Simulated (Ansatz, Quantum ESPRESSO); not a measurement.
# SnO2 (Cassiterite): modes at Γ and the response to a field, part 2 of 5

Wanted: the vibrations of SnO2 (Cassiterite) at Γ, by two programs.

Quantum ESPRESSO 7.5; DFT LDA, scalar-relativistic, plane waves, PseudoDojo norm-conserving pseudopotentials.

So far. Step 2 (A probe with smearing): A gap of 1.1 eV opens on this mesh, so the crystal is taken as an insulator; the start stands at -0.29 GPa. Step 4 (Self-consistent run for the response): The cell stands at -0.043 GPa, close enough for phonons. The relaxed cell has a = 4.724, c = 3.195 Å (conventional setting).

## (5) Zone-centre response

At q = 0 one unit cell holds all displacements; symmetry groups them into irreducible representations that are solved one by one. The response to a field gives ε∞ and the Born charges, which polar modes need.

File ph.in:

```
phonons
 &inputph
    prefix='x',
    outdir='./tmp',
    fildyn='g.dyn',
    tr2_ph=1.0d-18,
    epsil=.true.,
 /
0.000000000000 0.000000000000 0.000000000000
```

Command:

```console
$ OMP_NUM_THREADS=1 mpirun -n 8 ph.x -nk 8 -in ph.in > ph.out
```

The program printed:

```text
[banners, grids, parts of the stress and lines that vanish by symmetry left out]
[banner, memory and clock lines left out]
Program PHONON v.7.5

     ./tmp/x.save/

     IMPORTANT: XC functional enforced from input :
     Exchange-correlation= PW
                           (   1   4   0   0   0   0   0)
     Any further DFT definition will be discarded
     Please, verify this is what you really want

     G-vector sticks info

     Reading collected, re-writing distributed wavefunctions in ./tmp/

     Number and degeneracy of irreps per q-point
       N         xq(1)         xq(2)         xq(3)   N irreps
       1   0.000000000   0.000000000   0.000000000      13
        1   1   1   1   2   1   1   1   1   2   2   2   2

     Calculation of q =    0.0000000   0.0000000   0.0000000

     phonons

     bravais-lattice index     =            6
     lattice parameter (alat)  =       8.9274  a.u.
     unit-cell volume          =     481.2566 (a.u.)^3
     number of atoms/cell      =            6
     number of atomic types    =            2
     kinetic-energy cut-off    =      84.0000  Ry
     charge density cut-off    =     336.0000  Ry
     convergence threshold     =      1.0E-18
     beta                      =       0.7000
     number of iterations used =            4
     Exchange-correlation= PW
                           (   1   4   0   0   0   0   0)

     celldm(1)=    8.92741  celldm(2)=    0.00000  celldm(3)=    0.67640
     celldm(4)=    0.00000  celldm(5)=    0.00000  celldm(6)=    0.00000

     crystal axes: (cart. coord. in units of alat)
               a(1) = (  1.0000  0.0000  0.0000 )
               a(2) = (  0.0000  1.0000  0.0000 )
               a(3) = (  0.0000  0.0000  0.6764 )

     reciprocal axes: (cart. coord. in units 2 pi/alat)
               b(1) = (  1.0000  0.0000  0.0000 )
               b(2) = (  0.0000  1.0000  0.0000 )
               b(3) = (  0.0000  0.0000  1.4784 )

     Atoms inside the unit cell:

     Cartesian axes

     site n.  atom      mass           positions (alat units)
        1  Sn    118.7100   tau(    1) = (    0.00000    0.00000    0.00000  )
        2  Sn    118.7100   tau(    2) = (    0.50000    0.50000    0.33820  )
        3  O      15.9990   tau(    3) = (    0.30621    0.30621    0.00000  )
        4  O      15.9990   tau(    4) = (    0.19379    0.80621    0.33820  )
        5  O      15.9990   tau(    5) = (    0.69379    0.69379    0.00000  )
        6  O      15.9990   tau(    6) = (    0.80621    0.19379    0.33820  )

     Computing dynamical matrix for
                    q = (   0.0000000   0.0000000   0.0000000 )

     17 Sym.Ops. (with q -> -q+G )

     G cutoff =  678.3134  (  50043 G-vectors)     FFT grid: ( 54, 54, 36)
     number of k points=    50
                       cart. coord. in units 2pi/alat
        k(    1) = (   0.0000000   0.0000000   0.0000000), wk =   0.0069444
        k(    2) = (   0.0000000   0.0000000   0.1848032), wk =   0.0138889
        k(    3) = (   0.0000000   0.0000000   0.3696065), wk =   0.0138889
        [... further k-points left out ...]

     PseudoPot. # 1 for Sn read from file:
     ./pseudo/Sn.upf
     Pseudo is Norm-conserving + core correction, Zval = 14.0

     PseudoPot. # 2 for O  read from file:
     ./pseudo/O.upf
     Pseudo is Norm-conserving + core correction, Zval =  6.0

     Mode symmetry, D_4h(4/mmm) point group:

     Electric field:
     Dielectric constant
     Born effective charges as d Force / d E

     Atomic displacements:
     There are   13 irreducible representations

     Representation     1      1 modes -  To be done

     Representation     2      1 modes -  To be done

[...]
Representation    12      2 modes -  To be done

     Representation    13      2 modes -  To be done

     Alpha used in Ewald sum =   2.8000

     Electric Fields Calculation

      iter #   1   av.it.:   7.3
      thresh= 1.000E-02 alpha_mix =  0.700 |ddv_scf|^2 =  3.252E-08

      [... iterations left out ...]
      iter #  10   av.it.:  13.5
      thresh= 2.394E-10 alpha_mix =  0.700 |ddv_scf|^2 =  1.865E-19

     End of electric fields calculation

          Dielectric constant in cartesian axis

          (       4.468935712       0.000000000       0.000000000 )
          (       0.000000000       4.468935712       0.000000000 )
          (       0.000000000       0.000000000       4.791229829 )

          Effective charges (d Force / dE) in cartesian axis without acoustic sum rule applied (asr)

           atom    1  Sn    Mean Z*:        4.27608
      Ex  (        4.13724        0.46284        0.00000 )
      Ey  (        0.46284        4.13724        0.00000 )
      Ez  (        0.00000        0.00000        4.55376 )
           atom    2  Sn    Mean Z*:        4.27608
      Ex  (        4.13724       -0.46284        0.00000 )
      Ey  (       -0.46284        4.13724        0.00000 )
      Ez  (        0.00000        0.00000        4.55376 )
           atom    3  O     Mean Z*:       -2.13827
      Ex  (       -2.06885       -0.73688       -0.00000 )
      Ey  (       -0.73688       -2.06885       -0.00000 )
      Ez  (        0.00000        0.00000       -2.27711 )
           atom    4  O     Mean Z*:       -2.13827
      Ex  (       -2.06885        0.73688        0.00000 )
      Ey  (        0.73688       -2.06885        0.00000 )
      Ez  (       -0.00000        0.00000       -2.27711 )
           atom    5  O     Mean Z*:       -2.13827
      Ex  (       -2.06885       -0.73688        0.00000 )
      Ey  (       -0.73688       -2.06885        0.00000 )
      Ez  (        0.00000        0.00000       -2.27711 )
           atom    6  O     Mean Z*:       -2.13827
      Ex  (       -2.06885        0.73688       -0.00000 )
      Ey  (        0.73688       -2.06885        0.00000 )
      Ez  (        0.00000        0.00000       -2.27711 )

          Effective charges Sum: Mean:       -0.00092
             -0.00093        0.00000        0.00000
              0.00000       -0.00093        0.00000
              0.00000        0.00000       -0.00091

          Effective charges (d Force / dE) in cartesian axis with asr applied:
           atom    1  Sn    Mean Z*:        4.27623
      E*x (        4.13739        0.46284        0.00000 )
      E*y (        0.46284        4.13739        0.00000 )
      E*z (        0.00000        0.00000        4.55391 )
           atom    2  Sn    Mean Z*:        4.27623
      E*x (        4.13739       -0.46284        0.00000 )
      E*y (       -0.46284        4.13739        0.00000 )
      E*z (        0.00000        0.00000        4.55391 )
           atom    3  O     Mean Z*:       -2.13812
[...]
atom    4  O     Mean Z*:       -2.13812
[...]
atom    5  O     Mean Z*:       -2.13812
[...]
atom    6  O     Mean Z*:       -2.13812
[...]
Representation #   1 mode #   1

     Self-consistent Calculation

[...]
[... iterations left out ...]
[...]
End of self-consistent calculation

     Convergence has been achieved

     Representation #   2 mode #   2

     Self-consistent Calculation

[...]
End of self-consistent calculation

     Convergence has been achieved

[...]
Convergence has been achieved

[...]
Convergence has been achieved

     Representation #   5 modes #   5   6

[...]
Convergence has been achieved

[...]
Convergence has been achieved

[...]
Convergence has been achieved

     Representation #   8 mode #   9

[...]
Convergence has been achieved

     Representation #   9 mode #  10

[...]
Convergence has been achieved

     Representation #  10 modes #  11  12

[...]
Convergence has been achieved

     Representation #  11 modes #  13  14

[...]
Convergence has been achieved

     Representation #  12 modes #  15  16

     Self-consistent Calculation

[...]
[... iterations left out ...]
[...]
End of self-consistent calculation

     Convergence has been achieved

     Representation #  13 modes #  17  18

     Self-consistent Calculation

      iter #   1   av.it.:   8.1
      thresh= 1.000E-02 alpha_mix =  0.700 |ddv_scf|^2 =  3.511E-06

      [... iterations left out ...]
      iter #  11   av.it.:  13.2
      thresh= 1.330E-10 alpha_mix =  0.700 |ddv_scf|^2 =  2.145E-20

     End of self-consistent calculation

     Convergence has been achieved

     Number of q in the star =    1
     List of q in the star:
          1   0.000000000   0.000000000   0.000000000

          Dielectric constant in cartesian axis

          (       4.468935712       0.000000000       0.000000000 )
          (       0.000000000       4.468935712       0.000000000 )
          (       0.000000000       0.000000000       4.791229829 )

          Effective charges (d Force / dE) in cartesian axis without acoustic sum rule applied (asr)

           atom    1  Sn    Mean Z*:        4.27608
      Ex  (        4.13724        0.46284        0.00000 )
      Ey  (        0.46284        4.13724        0.00000 )
      Ez  (        0.00000        0.00000        4.55376 )
           atom    2  Sn    Mean Z*:        4.27608
      Ex  (        4.13724       -0.46284        0.00000 )
      Ey  (       -0.46284        4.13724        0.00000 )
      Ez  (        0.00000        0.00000        4.55376 )
           atom    3  O     Mean Z*:       -2.13827
      Ex  (       -2.06885       -0.73688       -0.00000 )
      Ey  (       -0.73688       -2.06885       -0.00000 )
      Ez  (        0.00000        0.00000       -2.27711 )
           atom    4  O     Mean Z*:       -2.13827
      Ex  (       -2.06885        0.73688        0.00000 )
      Ey  (        0.73688       -2.06885        0.00000 )
      Ez  (       -0.00000        0.00000       -2.27711 )
           atom    5  O     Mean Z*:       -2.13827
      Ex  (       -2.06885       -0.73688        0.00000 )
      Ey  (       -0.73688       -2.06885        0.00000 )
      Ez  (        0.00000        0.00000       -2.27711 )
           atom    6  O     Mean Z*:       -2.13827
      Ex  (       -2.06885        0.73688       -0.00000 )
      Ey  (        0.73688       -2.06885        0.00000 )
      Ez  (        0.00000        0.00000       -2.27711 )

          Effective charges Sum: Mean:       -0.00092
             -0.00093        0.00000        0.00000
              0.00000       -0.00093        0.00000
              0.00000        0.00000       -0.00091

          Effective charges (d Force / dE) in cartesian axis with asr applied:
           atom    1  Sn    Mean Z*:        4.27623
[...]
atom    2  Sn    Mean Z*:        4.27623
[...]
atom    3  O     Mean Z*:       -2.13812
[...]
atom    4  O     Mean Z*:       -2.13812
[...]
atom    5  O     Mean Z*:       -2.13812
      E*x (       -2.06870       -0.73688        0.00000 )
      E*y (       -0.73688       -2.06870        0.00000 )
      E*z (        0.00000        0.00000       -2.27695 )
           atom    6  O     Mean Z*:       -2.13812
      E*x (       -2.06870        0.73688       -0.00000 )
      E*y (        0.73688       -2.06870        0.00000 )
      E*z (        0.00000        0.00000       -2.27695 )

     Diagonalizing the dynamical matrix

     q = (    0.000000000   0.000000000   0.000000000 )

 **************************************************************************
     freq (    1) =      -0.096772 [THz] =      -3.227967 [cm-1]
     freq (    2) =       0.080783 [THz] =       2.694638 [cm-1]
     freq (    3) =       0.080783 [THz] =       2.694638 [cm-1]
     freq (    4) =       3.053371 [THz] =     101.849510 [cm-1]
     freq (    5) =       4.386618 [THz] =     146.321836 [cm-1]
     freq (    6) =       6.677700 [THz] =     222.744093 [cm-1]
     freq (    7) =       6.677700 [THz] =     222.744093 [cm-1]
     freq (    8) =       8.409243 [THz] =     280.502137 [cm-1]
     freq (    9) =       8.409243 [THz] =     280.502137 [cm-1]
     freq (   10) =      10.405734 [THz] =     347.097911 [cm-1]
     freq (   11) =      13.888467 [THz] =     463.269380 [cm-1]
     freq (   12) =      14.054883 [THz] =     468.820417 [cm-1]
     freq (   13) =      14.054883 [THz] =     468.820417 [cm-1]
     freq (   14) =      16.867239 [THz] =     562.630544 [cm-1]
     freq (   15) =      17.943514 [THz] =     598.531215 [cm-1]
     freq (   16) =      17.943514 [THz] =     598.531215 [cm-1]
     freq (   17) =      18.849274 [THz] =     628.744097 [cm-1]
     freq (   18) =      22.656793 [THz] =     755.749254 [cm-1]
 **************************************************************************

     Mode symmetry, D_4h(4/mmm) point group:

     freq (   1-   1) =         -3.2  [cm-1]   --> A_2u X_4' M_4'  I
     freq (   2-   3) =          2.7  [cm-1]   --> E_u  X_5' M_5'  I
     freq (   4-   4) =        101.8  [cm-1]   --> B_1g X_2  M_2   R
     freq (   5-   5) =        146.3  [cm-1]   --> B_1u X_2' M_2'
     freq (   6-   7) =        222.7  [cm-1]   --> E_u  X_5' M_5'  I
     freq (   8-   9) =        280.5  [cm-1]   --> E_u  X_5' M_5'  I
     freq (  10-  10) =        347.1  [cm-1]   --> A_2g X_4  M_4
     freq (  11-  11) =        463.3  [cm-1]   --> A_2u X_4' M_4'  I
     freq (  12-  13) =        468.8  [cm-1]   --> E_g  X_5  M_5   R
     freq (  14-  14) =        562.6  [cm-1]   --> B_1u X_2' M_2'
     freq (  15-  16) =        598.5  [cm-1]   --> E_u  X_5' M_5'  I
     freq (  17-  17) =        628.7  [cm-1]   --> A_1g X_1  M_1   R
     freq (  18-  18) =        755.7  [cm-1]   --> B_2g X_3  M_3   R
```

Elapsed: 22 min, on 8 MPI ranks of Arm Neoverse V2, shared host; 2.9 h of CPU time.

Read from the output:

* miss of the charge sum rule: 9.20e-4 e
* largest acoustic frequency at the zone centre before the sum rule: -3.23 cm⁻¹
* highest optical zone-centre mode (no LO-TO term): 755.8 cm⁻¹
* lowest optical zone-centre mode: 101.8 cm⁻¹
* mean high-frequency dielectric constant: 4.576
* largest Born charge in size (third of the trace): 4.276 e

Born charge (rows field, columns displacement), before the sum rule (e), principal values of the symmetric part by kind of site:

```
atom  atoms with these values    low  middle   high   mean
 Sn1                        2   3.67    4.55   4.60   4.28
  O3                        4  -2.81   -2.28  -1.33  -2.14
```

In full for O3:

```
-2.07 -0.74  0.00
-0.74 -2.07  0.00
 0.00  0.00 -2.28
```

High-frequency dielectric tensor:

```
4.47 0.00 0.00
0.00 4.47 0.00
0.00 0.00 4.79
```

The acoustic modes at Γ come out as far as 3.2 cm⁻¹ from zero, where they should vanish, a small numerical error; the Born charges miss their sum rule by 9.2e-4 e, which is good.

## (6) Zone-centre analysis

A rigid shift of the crystal must cost nothing, but grids and finite bases break this; the acoustic sum rule is imposed before the matrix is diagonalised again. With Born charges the intensities follow, and the static dielectric tensor.

File dynmat.in:

```
 &input
    fildyn='g.dyn',
    asr='crystal',
    fileig='dynmat.eig',
    lperm=.true.,
 /
```

Command:

```console
$ dynmat.x -in dynmat.in > dynmat.out
```

The program printed:

```text
[banner, memory and clock lines left out]
Program DYNMAT v.7.5

     Reading Dynamical Matrix from file g.dyn
     ...Force constants read
     ...epsilon and Z* read
     Acoustic Sum Rule: || Z*(ASR) - Z*(orig)|| =    6.533536E-04
     Acoustic Sum Rule: ||dyn(ASR) - dyn(orig)||=    8.147494E-05
     A direction for q was not specified:TO-LO splitting will be absent

     Polarizability (A^3 units)
     multiply by 0.456179 for Clausius-Mossotti correction
        19.686409    0.000000    0.000000
         0.000000   19.686409    0.000000
         0.000000    0.000000   21.515447

     IR activities are in (D/A)^2/amu units

# mode   [cm-1]    [THz]      IR
    1      0.00    0.0000    0.0000
    2      0.00    0.0000    0.0000
    3      0.00    0.0000    0.0000
    4    101.85    3.0534    0.0000
    5    146.32    4.3866    0.0000
    6    222.73    6.6771    9.7668
    7    222.73    6.6771    9.7668
    8    280.50    8.4092    2.2680
    9    280.50    8.4092    2.2680
   10    347.10   10.4057    0.0000
   11    463.31   13.8898   37.9659
   12    468.82   14.0549    0.0000
   13    468.82   14.0549    0.0000
   14    562.63   16.8672    0.0000
   15    598.53   17.9434   22.5190
   16    598.53   17.9434   22.5190
   17    628.74   18.8493    0.0000
   18    755.75   22.6568    0.0000

Electronic dielectric permittivity tensor (relative, adimensional)
         4.468936    0.000000    0.000000
         0.000000    4.468936    0.000000
         0.000000    0.000000    4.791230

 ... with zone-center polar mode contributions
        13.099258    0.000000    0.000000
         0.000000   13.099258    0.000000
         0.000000    0.000000   10.080778

   6) =       6.677141 [THz] =     222.725439 [cm-1]
[end of the log left out, with the tail of the file of modes that dynmat.x writes under the same name]
```

Run time: 0.48 s. Hardware: 1 thread.

This step gave:

| Quantity | Value |
| --- | --- |
| mean static dielectric constant | 12.09 |

Unit eigenvectors of the mass-weighted matrix after the sum rule; no LO-TO term. Modes at Γ, with each element's share of the kinetic energy:

```
mode  frequency (cm⁻¹)  symmetry  Sn %  O %
   1               0.0  acoustic    79   21
   2               0.0  acoustic    79   21
   3               0.0  acoustic    79   21
   4             101.8       B1g     0  100
   5             146.3       B1u    92    8
   6             222.7        Eu    21   79
   7             222.7        Eu    21   79
   8             280.5        Eu    92    8
   9             280.5        Eu    92    8
  10             347.1       A2g     0  100
  11             463.3       A2u    21   79
  12             468.8        Eg     0  100
  13             468.8        Eg     0  100
  14             562.6       B1u     8   92
  15             598.5        Eu     8   92
  16             598.5        Eu     8   92
  17             628.7       A1g     0  100
  18             755.8       B2g     0  100
```

Displacements in mode 4 (101.8 cm⁻¹), the largest set to 1:
```
Sn1  0.00  0.00  0.00
Sn2  0.00  0.00  0.00
O3   1.00 -1.00  0.00
O4  -1.00 -1.00  0.00
O5  -1.00  1.00  0.00
O6   1.00  1.00  0.00
```

Displacements in mode 11 (463.3 cm⁻¹), the largest set to 1:
```
Sn1  0.00  0.00 -0.27
Sn2  0.00  0.00 -0.27
O3   0.00  0.00  1.00
O4   0.00  0.00  1.00
O5   0.00  0.00  1.00
O6   0.00  0.00  1.00
```

Degenerate modes summed, no LO-TO term. Lines of the infrared spectrum (strongest = 100):

```
position (cm⁻¹)  lines merged  label  IR intensity, relative
            102             1    B1g                     0.0
            146             1    B1u                     0.0
            223             2     Eu                      43
            280             2     Eu                      10
            347             1    A2g                     0.0
            463             1    A2u                      84
            469             2     Eg                     0.0
            563             1    B1u                     0.0
            599             2     Eu                     100
            629             1    A1g                     0.0
            756             1    B2g                     0.0
```

Static dielectric tensor (ions relaxed, fixed cell):

```
13.10  0.00  0.00
 0.00 13.10  0.00
 0.00  0.00 10.08
```

The rule moves no optical mode by more than 0.1 cm⁻¹.

(Continued in part 3 of 5.)

[Host names and launcher messages were left out of these logs when they were recorded.]

[Logs are printed without paths, hosts, clocks, repeated set-up lines and the standing remarks that a program may print on its own settings, such as how far it seeks lower states.]

[Hosts, paths, dates, database ids (printed as entryN), source tags and the programs' standing remarks are cut or masked in the printed files.]
